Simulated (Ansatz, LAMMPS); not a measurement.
# Charge trapping in glassy 58ZnO-42GeO2 (mol %) (104 atoms), part 2 of 4

Aim: add and remove one electron in glassy 58ZnO-42GeO2 (mol %) (104 atoms), with atoms held and relaxed, and read trapping energy and localisation.

Ansatz 0.2.0; Kohn-Sham DFT, LDA, PAW (set soft_2), plane waves.

The cell: 25 Zn, 18 Ge and 61 O. The quench rate of 200 K/ps far exceeds what a furnace or splat quench reaches. The network of bonds at the start is that of the classical potential that made the cell. Sampling is at Γ alone, for a cell whose shortest periodic width is 11 Å.

So far. Step 2 (Single point at the start): The r.m.s. force at the start is 0.94 eV/Å. Step 3 (Relaxation): The relaxation converged after 25 steps, 9.27 eV below its start, with a largest force component of 0.034 eV/Å.

### 4. Single point at the relaxed geometry

One more single point at the end of the walk gives the fuller output and checks the residual forces.

input.yaml

```yaml
crystal:
  lattice:
    - [11.28964, 0.0, 0.0]
    - [0.0, 11.28964, 0.0]
    - [0.0, 0.0, 11.28964]
  atoms:
    - { symbol: Zn, position: [0.28835, 0.80765, 0.12794] }
    - { symbol: Zn, position: [0.86441, 0.56138, 0.04364] }
    - { symbol: Zn, position: [0.26956, 0.41565, 0.67593] }
    - { symbol: Zn, position: [0.29675, 0.9449, 0.87527] }
    - { symbol: Zn, position: [0.96365, 0.48974, 0.75202] }
    - { symbol: Zn, position: [0.39432, 0.2543, 0.50122] }
    [... 92 atom lines left out ...]
    - { symbol: O, position: [0.88201, 0.84602, 0.05441] }
    - { symbol: O, position: [0.85322, 0.38603, 0.66142] }
    - { symbol: O, position: [0.28771, 0.1063, 0.9123] }
    - { symbol: O, position: [0.42885, 0.37201, 0.61334] }
    - { symbol: O, position: [0.21323, 0.24527, 0.66851] }
    - { symbol: O, position: [0.23138, 0.57236, 0.0065] }
kpoints:
  mp_grid: { grid: [1, 1, 1] }
hamiltonian:
  xc: lda
scf:
  occupations: { method: fixed }
output:
  forces: true
  stress: true
  populations: true
  dos:
    method: { smearing: { sigma: 0.15 } }
    de: 0.1
    projected: { site_lists: { Ge: [Ge], O: [O], Zn: [Zn] } }
  eigenvalues: true
  write_density: true
  write_potential: true
  volumetric_format: npy
```

The run is started by

```
> ansatz run input.yaml --threads 4 --pin off --max-ram 8192MiB --backend cpu --events-out ev --progress --plain --runs-dir out
```

The program printed:

```text
[...]
Crystal: 104 atoms, lattice volume = 1438.932 Å³
Basis set: ecut = 420 eV, 28113 PW (Γ)
Bands: 563, of which v1, the nominal top of the filled ones, is band 459 counted from 1 (458 counted from 0)
Symmetry: 1 space group operations
[...]
k-points: 1
[...]
SCF iter   1: F=—  HF=-190905.990310 eV  |F-HF|=—  |Δ(HF+E_count)|=         —  Δρ=1.60e-2  dr2=3.30e0  ethr=1.77e-3  ⟨swp⟩=5.0  Hψ=1925  notcnv=0  defer=101
[...]
SCF iter  11: F=-190905.045094 eV  HF=-190905.045094 eV  |F-HF|=7.08e-8  |Δ(HF+E_count)|=   1.47e-7  Δρ=1.67e-6  dr2=7.09e-8  ethr=1.09e-11  ⟨swp⟩=15.0  Hψ=4648  notcnv=0
SCF 1 converged in 11 iterations: F = -190905.045094 eV  dr2 = 7.09e-8
[...]
SCF converged after 11 iterations
Free energy (F): -190905.045094 eV
[...]
Internal energy: -190905.045094 eV  (E = F + TS)
E sigma→0 (E₀):  -190905.045094 eV
Fermi energy:    5.055933 eV
[...]
--- Forces (eV/Å), atoms counted from 1 ---
  atom   1  Zn    -0.00887330    -0.00025295     0.00948254
  atom   2  Zn    -0.00395260     0.00883408    -0.00138677
  atom   3  Zn    -0.01244627    -0.00558827     0.00595698
  atom   4  Zn     0.02687992    -0.00601674    -0.00100524
  atom   5  Zn    -0.00723373     0.00524555     0.00162314
  atom   6  Zn    -0.00467936    -0.00304434    -0.00014148
  atom   7  Zn     0.00358459    -0.00761751    -0.00215993
  atom   8  Zn     0.00757858     0.00455167     0.01062559
  atom   9  Zn     0.01349716    -0.00950385    -0.00758156
  atom  10  Zn     0.01169616    -0.00227883     0.00667976
  atom  11  Zn     0.00507193    -0.00788127    -0.00330341
  atom  12  Zn    -0.00203068     0.00448529     0.00394284
  atom  13  Zn    -0.00242479     0.00038464    -0.01188691
  atom  14  Zn    -0.00113377     0.00473334    -0.00094153
[...]
atom 103  O      0.00225904    -0.00645733    -0.00147727
  atom 104  O      0.00866504    -0.00413555    -0.00127432
  max |Σ_I F_I| component: 7.48e-5 eV/Å
--- Stress (GPa, compression-positive) ---
       -4.758195      -0.881063      -0.653920
       -0.881063      -2.811236      -0.930436
       -0.653920      -0.930436      -2.290570
  P = ⅓ Tr σ = -3.2867 GPa (-32.867 kbar)
--- Band table (eV) ---
[...]
--- Löwdin populations: 104 sites ---
  site symbol       q [e]
     0     Zn     10.5276
     1     Zn     10.5108
     2     Zn     10.5269
[...]
103      O      6.7268
  spilling = 0.007190 (of n_electrons = 918.000000)
```

Run time: 24 s. Hardware: 4 threads of Intel Xeon Platinum 8375C at 2.90GHz (Ice Lake), shared host; peak memory 2.3 GiB; 91 s of CPU time.

The run gave:

- free energy: -190905.0451 eV
- free energy per atom: -1835.6254 eV/atom
- SCF cycles: 11
- pressure: -3.287 GPa
- r.m.s. force component: 0.00846 eV/Å
- longest force: 0.03364 eV/Å
- Fermi energy: 5.056 eV
- gap (highest filled to lowest empty level): 1.061 eV
- spilling of the projection: 0.00719

Löwdin charges by element and coordination (they lack the spilled electrons, 0.063 e an atom on average):

| element | coordination | atoms | mean charge (e) | spread | least | most |
| --- | --- | --- | --- | --- | --- | --- |
| Ge | all | 18 | 1.46 | 0.0443 | 1.33 | 1.53 |
| Ge | 4 | 16 | 1.47 | 0.0294 | 1.41 | 1.53 |
| Ge | 5 | 2 | 1.36 | 0.0367 | 1.33 | 1.40 |
| O | all | 61 | -0.921 | 0.130 | -1.22 | -0.699 |
| O | 2 | 14 | -0.767 | 0.0771 | -0.922 | -0.699 |
| O | 3 | 41 | -0.950 | 0.0964 | -1.22 | -0.756 |
| O | 4 | 6 | -1.08 | 0.0958 | -1.22 | -0.989 |
| Zn | all | 25 | 1.46 | 0.0208 | 1.40 | 1.49 |
| Zn | 3 | 4 | 1.44 | 0.0281 | 1.40 | 1.47 |
| Zn | 4 | 16 | 1.46 | 0.0154 | 1.42 | 1.49 |
| Zn | 5 | 5 | 1.48 | 0.009 | 1.47 | 1.49 |

Density of states as counts of states in windows of 1 eV (from the Fermi level), total and the larger projections:

| from (eV) | to (eV) | total | O p | Zn d |
| --- | --- | --- | --- | --- |
| -10 | -9 | 9.6 | 5.4 | 0.3 |
| -9 | -8 | 14.6 | 8.1 | 1.2 |
| -8 | -7 | 13.9 | 7.4 | 2.9 |
| -7 | -6 | 77.2 | 32.2 | 36.5 |
| -6 | -5 | 145.0 | 33.1 | 105.0 |
| -5 | -4 | 95.4 | 27.3 | 60.0 |
| -4 | -3 | 67.6 | 42.0 | 17.4 |
| -3 | -2 | 79.5 | 63.7 | 10.5 |
| -2 | -1 | 85.9 | 72.4 | 10.1 |
| -1 | 0 | 24.1 | 19.8 | 3.4 |
| 0 | 1 | 1.6 | 0.9 | 0.2 |
| 1 | 2 | 1.6 | 0.1 | 0.0 |
| 2 | 3 | 4.2 | 1.0 | 0.0 |
| 3 | 4 | 15.3 | 3.7 | 0.1 |
| 4 | 5 | 23.3 | 5.0 | 0.1 |

With fixed occupations the program's Fermi level is the highest filled level; weight inside the gap is the broadening of levels at its edges.

Between -26 and -10 eV lie 304 more states.

The levels nearest the highest filled one (over half full), pooled over k-points and spins:

| level less the highest filled one (eV) | occupation |
| --- | --- |
| -0.717 | 2 |
| -0.672 | 2 |
| -0.594 | 2 |
| -0.514 | 2 |
| -0.339 | 2 |
| 0 | 2 |
| 1.06 | 0 |
| 2.80 | 0 |
| 2.93 | 0 |
| 3.02 | 0 |
| 3.12 | 0 |
| 3.20 | 0 |

Electrostatic potential energy in the ac plane at fractional y = 0.463, with atoms of Zn and Ge and O within 0.2 Å of it. With pseudopotentials it is smooth inside the atoms' cores, unlike the true potential.

Ten even steps from '0' (-34 eV) to '9' (11 eV), each cell a mean:
```
86200148999999863236899999999999
86200048999999852125899999999998
88532478999999864347899999999998
88864689999999987634799999999888
57720179999999998300389999998533
26842489889999998400489999997200
37998986446899865667888999997411
78999974124898632268888999998765
99999985336898521257779988889999
99999778888999754572016875578999
99994004999999988882006853258999
99993004999999999998679875468999
99998568999999999999999998899999
99999999999988789999999999999999
99999999999852237999999999999999
99999999999720014875589999987557
79999999999841026820038999962002
69999999986676568951159999851001
89999999820168999998899999974225
99999999830169999999999999778888
99999999986678999999999996338999
99999999987678999999999998568999
99888899988788888999999999888999
98633578999899866778999999988999
```
Columns run along a (11.3 Å; values clipped at the 3rd and 97th percentile), rows up along c (11.3 Å). Atoms in or near the plane, at fractional coordinates: Zn at (0.93, 0.27), Zn at (0.44, 0.34), Ge at (0.12, 0.95), O at (0.18, 0.53), O at (0.64, 0.57), O at (0.59, 0.79), O at (0.61, 0.29).

Valence density in the ac plane at fractional y = 0.463, with atoms of Zn and Ge and O within 0.2 Å of it. It is the smooth field of the valence electrons, not physical close to the nuclei.

Ten steps, logarithmic in the rise over the least value, from '_' (0 e/Å³) to '@' (23 e/Å³), each cell a mean:
```
::::==%%@@**::..__________..::----==--..__________________....::
--::++%%@@**::..____________..::==++==::..________________..::--
::::::==++--..________________..::----::..________________..::::
....::--====::..________________::--====--..______________....::
--::--++**++--..________________::++####++::____________..::====
++::--==++++--..............__..::==****==::..__________..==##%%
==::..::::::::::----::::........::------::....______....::--**##
..________....--++++--::....::--==--::........____..::::::::::::
__________....::----::....::::==++==::------::......::::::..____
______..::----::::....__....::::::::--++**++--::::::--::..______
______::++****==::________..........--++##**==::::====::..______
______::++****==::__________________..--==--::..::----::________
______..--====::..____________________......______......________
________......__________........__________________......________
______________________..::++++==............______..::::....____
______________________..==%%@@##--::--====--..____......::::::..
..________________....::--**##++::::++##**==::______..::++%%##==
::______________..--==--::::::::..::==****==::______..::**@@@@++
..____________..::++****==..______..::--::..______....::--++++--
______________..::++**++--..____________________..::----::......
________________..::----::..____________________::--++==--..____
__________________....::..........______________..--====::..____
______......________........::----::______________..::::....____
__....----::....__________..::----::..________________....______
```
Columns run along a (11.3 Å), rows up along c (11.3 Å). Atoms in or near the plane, at fractional coordinates: Zn at (0.93, 0.27), Zn at (0.44, 0.34), Ge at (0.12, 0.95), O at (0.18, 0.53), O at (0.64, 0.57), O at (0.59, 0.79), O at (0.61, 0.29).

Between filled and empty levels lie 1.06 eV (at Γ alone); a semilocal functional tends to put such gaps too low. In a disordered cell it changes from sample to sample, and tail or defect levels can set it. Mean Löwdin charges: Ge +1.46, O -0.92, Zn +1.46 e (they miss 0.72 % of the electrons, so they add up to more than the cell's charge).

### 5. An extra electron, atoms held

The electron count changes by one with the atoms held: a vertical process, on a uniform background, with spin and a narrow Fermi–Dirac smearing. Its energy against the neutral cell hangs on the program's zero of potential.

input.yaml

```yaml
crystal:
  lattice:
    - [11.28964, 0.0, 0.0]
    - [0.0, 11.28964, 0.0]
    - [0.0, 0.0, 11.28964]
  atoms:
    [... the 104 atom lines of step 4 ...]
total_charge: -1
kpoints:
  mp_grid: { grid: [1, 1, 1] }
hamiltonian:
  xc: lda
scf:
  occupations: { method: fermi_dirac, width: 0.01 }
  lower_state_search: "off"
output:
  forces: true
  stress: true
  populations: true
  dos:
    method: { smearing: { sigma: 0.1 } }
    de: 0.1
    projected: { site_lists: { Ge: [Ge], O: [O], Zn: [Zn] } }
  eigenvalues: true
  write_density: true
  write_potential: true
  volumetric_format: npy
magnetization:
  spin_polarized: true
  initial_magnetization: 1
```

The program printed:

```text
[...]
Crystal: 104 atoms, lattice volume = 1438.932 Å³
Basis set: ecut = 420 eV, 28113 PW (Γ)
Bands: 564, of which v1, the nominal top of the filled ones, is band 460 counted from 1 (459 counted from 0)
Symmetry: 1 space group operations
[...]
k-points: 1
[...]
Starting moments: Σ|m| = 1 μB on 104 of 104 sites
[...]
SCF iter   1: F=—  HF=-190929.719370 eV  |F-HF|=—  |Δ(HF+E_count)|=         —  Δρ=4.48e-2 (↑4.34e-2 ↓4.48e-2)  dr2=8.80e1  dr2_m=1.60e-2  M=1.000 μB ∫|m|=1.015 μB  β_m=1.00  ethr=3.10e-3  ⟨swp⟩=6.0  Hψ=4288  notcnv=0  defer=68
[...]
spin=Collinear: Resta preconditioning applied to the charge; magnetization (m = ρ↑ − ρ↓) channel mixes plain (no charge-response kernel on spin).
SCF iter   2: F=—  HF=-190910.211565 eV  |F-HF|=—  |Δ(HF+E_count)|=         —  Δρ=2.54e-2 (↑2.54e-2 ↓2.54e-2)  dr2=3.24e1  dr2_m=2.74e-3  M=0.634 μB ∫|m|=0.673 μB  β_m=0.30  ethr=3.10e-3  ⟨swp⟩=2.0  Hψ=1912  notcnv=0  defer=196
[...]
SCF iter   8: F=—  HF=-190898.940522 eV  |F-HF|=—  |Δ(HF+E_count)|=   2.65e-3  Δρ=3.05e-4 (↑2.97e-4 ↓3.05e-4)  dr2=3.02e-3  dr2_m=3.75e-4  M=0.225 μB ∫|m|=0.248 μB  β_m=0.30  ethr=1.28e-6  ⟨swp⟩=2.0  Hψ=1844  notcnv=0  defer=196
[...]
spin-set hold released at iteration 8 (site moments contracting): the magnetisation degrees of freedom join the quasi-Newton model from the next iteration; the mixer history was flushed
SCF iter   9: F=—  HF=-190898.942000 eV  |F-HF|=—  |Δ(HF+E_count)|=   1.48e-3  Δρ=2.40e-4 (↑2.28e-4 ↓2.40e-4)  dr2=1.89e-3  dr2_m=2.39e-4  M=0.200 μB ∫|m|=0.220 μB  β_m=0.62  ethr=3.29e-7  ⟨swp⟩=1.5  Hψ=933  notcnv=0  defer=196
SCF iter  10: F=—  HF=-190898.944828 eV  |F-HF|=—  |Δ(HF+E_count)|=   2.83e-3  Δρ=7.93e-5 (↑7.93e-5 ↓7.19e-5)  dr2=2.62e-4  dr2_m=2.56e-5  M=0.095 μB ∫|m|=0.105 μB  β_m=0.78  ethr=2.06e-7  ⟨swp⟩=2.0  Hψ=1558  notcnv=0  defer=196
[...]
SCF iter  18: F=-190898.942807 eV  HF=-190898.942807 eV  |F-HF|=2.04e-9  |Δ(HF+E_count)|=  5.53e-10  Δρ=4.43e-7 (↑3.32e-7 ↓4.43e-7)  dr2=2.91e-9  dr2_m=1.41e-9  M=0.001 μB ∫|m|=0.001 μB  β_m=0.82  ethr=4.31e-12  ⟨swp⟩=5.0  Hψ=6338  notcnv=0
SCF iter  19: F=-190898.942807 eV  HF=-190898.942807 eV  |F-HF|=1.75e-9  |Δ(HF+E_count)|=   4.66e-9  Δρ=2.88e-7 (↑2.88e-7 ↓2.17e-7)  dr2=2.51e-9  dr2_m=1.98e-10  M=0.000 μB ∫|m|=0.000 μB  ethr=1.00e-12  ⟨swp⟩=5.0  Hψ=5498  notcnv=0
WARN: the starting moments were not kept: the SCF closed with an absolute magnetisation of 3.0e-4 μB, where they sum to 1 μB in size (104 sites). That is at most 0.1 of that sum. Measured as dr2_m measures the in/out step, that magnetisation stands 5.5e-10 eV from none, [...]
SCF 1 converged in 19 iterations: F = -190898.942807 eV  dr2 = 2.51e-9
[...]
SCF converged after 19 iterations
Magnetization: 0.0003 μB (459.5001 up, 459.4999 down)
Absolute magnetization: 0.0003 μB (∫|ρ↑−ρ↓|, with the PAW one-centre terms)
[...]
Per-site moments (μB) at R_I (Å): [(1.008219e-6, 0.759126), (4.884575e-7, 0.792169), (4.512103e-7, 0.821629), (8.924166e-7, 0.721672), (6.639210e-7, 0.795380), [...]
Free energy (F): -190898.942807 eV
[...]
Internal energy: -190898.928944 eV  (E = F + TS)
E sigma→0 (E₀):  -190898.935876 eV
Entropy (-TS):   -0.013863 eV (-0.133 meV/atom)
Fermi energy:    6.115077 eV
[...]
Σ components = -190898.942807   (vs F -190898.942807, Δ=0.00e0)
--- Forces (eV/Å), atoms counted from 1 ---
  atom   1  Zn     0.02371305     0.01078158     0.04756322
  atom   2  Zn    -0.00508972     0.02990724    -0.01291688
  atom   3  Zn    -0.01229899    -0.02289584     0.01004847
  atom   4  Zn    -0.00430881    -0.00759928     0.06178419
[...]
atom 104  O     -0.03419280     0.02229792    -0.04265284
  max |Σ_I F_I| component: 7.59e-5 eV/Å
--- Stress (GPa, compression-positive) ---
       -4.218166      -0.872910      -0.660662
       -0.872910      -2.348830      -0.876477
       -0.660662      -0.876477      -1.873578
  P = ⅓ Tr σ = -2.8135 GPa (-28.135 kbar)
--- Band table (eV) ---
[...]
--- Löwdin populations: 104 sites ---
  site symbol       q [e]    m [muB]
     0     Zn     10.5583     0.0000
     1     Zn     10.5284     0.0000
     2     Zn     10.5375     0.0000
[...]
103      O      6.7316     0.0000
  spilling = 0.007228 (of n_electrons = 919.000000)
```

Run time: 67 s. Hardware: 4 threads; peak memory 3.9 GiB; 4.4 min of CPU time.

The program notes that starting moments were not kept.

An extra electron, atoms held: the energy stands 6.10 eV above that of the reference. An odd electron should give 1 μB; this run ended with the carrier shared between both spins.

The levels nearest the highest filled one (over half full), pooled over k-points and spins:

| level less the highest filled one (eV) | occupation |
| --- | --- |
| -1.06 | 1 |
| -1.06 | 1 |
| 0 | 0.5 |
| 0 | 0.5 |
| 1.75 | 0 |
| 1.75 | 0 |
| 1.88 | 0 |
| 1.88 | 0 |

### 6. An extra electron, atoms relaxed

The atoms now respond to the charge; the energy gained comes from screening by the atoms, from trapping if the charge localises, and from any strain left in the reference.

input.yaml, the sections that differ from step 5:

```yaml
output:
  forces: true
relax:
  f_tol: 0.05
  max_steps: 90
# crystal, total_charge, kpoints, hamiltonian, scf, magnetization: as in step 5
```

The program printed:

```text
[...]
Crystal: 104 atoms, lattice volume = 1438.932 Å³
Basis set: ecut = 420 eV, 28113 PW (Γ)
Bands: 564, of which v1, the nominal top of the filled ones, is band 460 counted from 1 (459 counted from 0)
Symmetry: 1 space group operations
[...]
k-points: 1
[...]
Starting moments: Σ|m| = 1 μB on 104 of 104 sites
[...]
SCF iter   1: F=—  HF=-190929.719370 eV  |F-HF|=—  |Δ(HF+E_count)|=         —  Δρ=4.48e-2 (↑4.34e-2 ↓4.48e-2)  dr2=8.80e1  dr2_m=1.60e-2  M=1.000 μB ∫|m|=1.015 μB  β_m=1.00  ethr=3.10e-3  ⟨swp⟩=6.0  Hψ=4288  notcnv=0  defer=68
[...]
SCF iter  14: F=-190898.942806 eV  HF=-190898.942806 eV  |F-HF|=3.09e-7  |Δ(HF+E_count)|=   6.92e-7  Δρ=5.51e-6 (↑5.30e-6 ↓5.51e-6)  dr2=5.49e-7  dr2_m=2.43e-7  M=0.010 μB ∫|m|=0.011 μB  ethr=1.04e-9  ⟨swp⟩=1.0  Hψ=2988  notcnv=0
[...]
SCF 1 converged in 14 iterations: F = -190898.942806 eV  dr2 = 5.49e-7
[...]
relax step   1: F+E_penalty+E_count = -190898.94280649 eV  Δ(F+E_penalty+E_count) = +0.000e0 eV  max|allowed force component| = 8.169e-2 eV/Å  Δτ_max = 0.0000 Å  (14 SCF iters, dr2 threshold 6.25e-5 eV, accepted)
[...]
relax step   2: F+E_penalty+E_count = -190898.94946493 eV  Δ(F+E_penalty+E_count) = -6.658e-3 eV  max|allowed force component| = 5.455e-2 eV/Å  Δτ_max = 0.0122 Å  (12 SCF iters, accepted)
[...]
relax step   3: F+E_penalty+E_count = -190898.95500478 eV  Δ(F+E_penalty+E_count) = -5.540e-3 eV  max|allowed force component| = 1.861e-2 eV/Å  Δτ_max = 0.0312 Å  (8 SCF iters, accepted)
SCF converged after 8 iterations
Magnetization: -0.0000 μB (459.5000 up, 459.5000 down)
Absolute magnetization: 0.0001 μB (∫|ρ↑−ρ↓|, with the PAW one-centre terms)
[...]
Per-site moments (μB) at R_I (Å): [(-1.895644e-7, 0.761264), (-8.337230e-8, 0.792383), (-7.767983e-8, 0.822020), (-1.487661e-7, 0.723064), (-1.108836e-7, 0.796315), [...]
Free energy (F): -190898.955005 eV
[...]
Internal energy: -190898.941142 eV  (E = F + TS)
E sigma→0 (E₀):  -190898.948073 eV
Entropy (-TS):   -0.013863 eV (-0.133 meV/atom)
Fermi energy:    6.094215 eV
[...]
--- Forces (eV/Å), atoms counted from 1 ---
  atom   1  Zn     0.00649251     0.01555931     0.01607228
  atom   2  Zn    -0.00594818    -0.00181184     0.00563497
  atom   3  Zn     0.00410151     0.00316610    -0.00057704
  atom   4  Zn     0.00704912    -0.01696450     0.00499180
  atom   5  Zn    -0.00159249    -0.00272443    -0.00173823
  atom   6  Zn    -0.00121808     0.00875653     0.00242520
  atom   7  Zn    -0.00190276    -0.00632826     0.00203050
  atom   8  Zn    -0.00492881    -0.01304502     0.01209628
  atom   9  Zn    -0.00711028     0.00745610     0.00496456
  atom  10  Zn    -0.00219044     0.00171567    -0.00206028
  atom  11  Zn    -0.00216649    -0.00293784    -0.00797606
  atom  12  Zn     0.00652785     0.00643446     0.00557566
  atom  13  Zn    -0.01630657     0.00437662    -0.00106402
  atom  14  Zn     0.00421645    -0.00052639     0.00669969
[...]
atom 103  O     -0.00203150    -0.00420399    -0.00082273
  atom 104  O      0.00806828    -0.01185257     0.00659718
  max |Σ_I F_I| component: 1.63e-4 eV/Å
--- Relaxed structure (3 steps of the walk, 3 accepted, 0 SCFs on fresh bases) ---
  F+E_penalty+E_count = -190898.95500478 eV   max|allowed force component| = 1.861e-2 eV/Å
  atoms:
    - { symbol: Zn, position: [0.289091, 0.810093, 0.130815] }
    - { symbol: Zn, position: [0.863726, 0.561137, 0.043602] }
    - { symbol: Zn, position: [0.269759, 0.415265, 0.676559] }
    - { symbol: Zn, position: [0.296433, 0.944826, 0.876268] }
[...]
- { symbol: O, position: [0.231307, 0.573357, 0.00643767] }
```

Run time: 93 s. Hardware: 4 threads; peak memory 3.9 GiB.

The relaxation converged after 3 steps, 0.0122 eV below its start, with a largest force component of 0.019 eV/Å.

An extra electron, atoms relaxed: the energy stands 6.09 eV above that of the reference. An odd electron should give 1 μB; this run ended with the carrier shared between both spins.

(Continued in part 3 of 4.)

[Long decimals in the printed logs are rounded to 6 places.]

[Logs are printed without paths, hosts, clocks, repeated set-up lines and the standing remarks that a program may print on its own settings, such as how far it seeks lower states.]

[Hosts, paths, dates, database ids (printed as entryN), source tags and the programs' standing remarks are cut or masked in the printed files.]
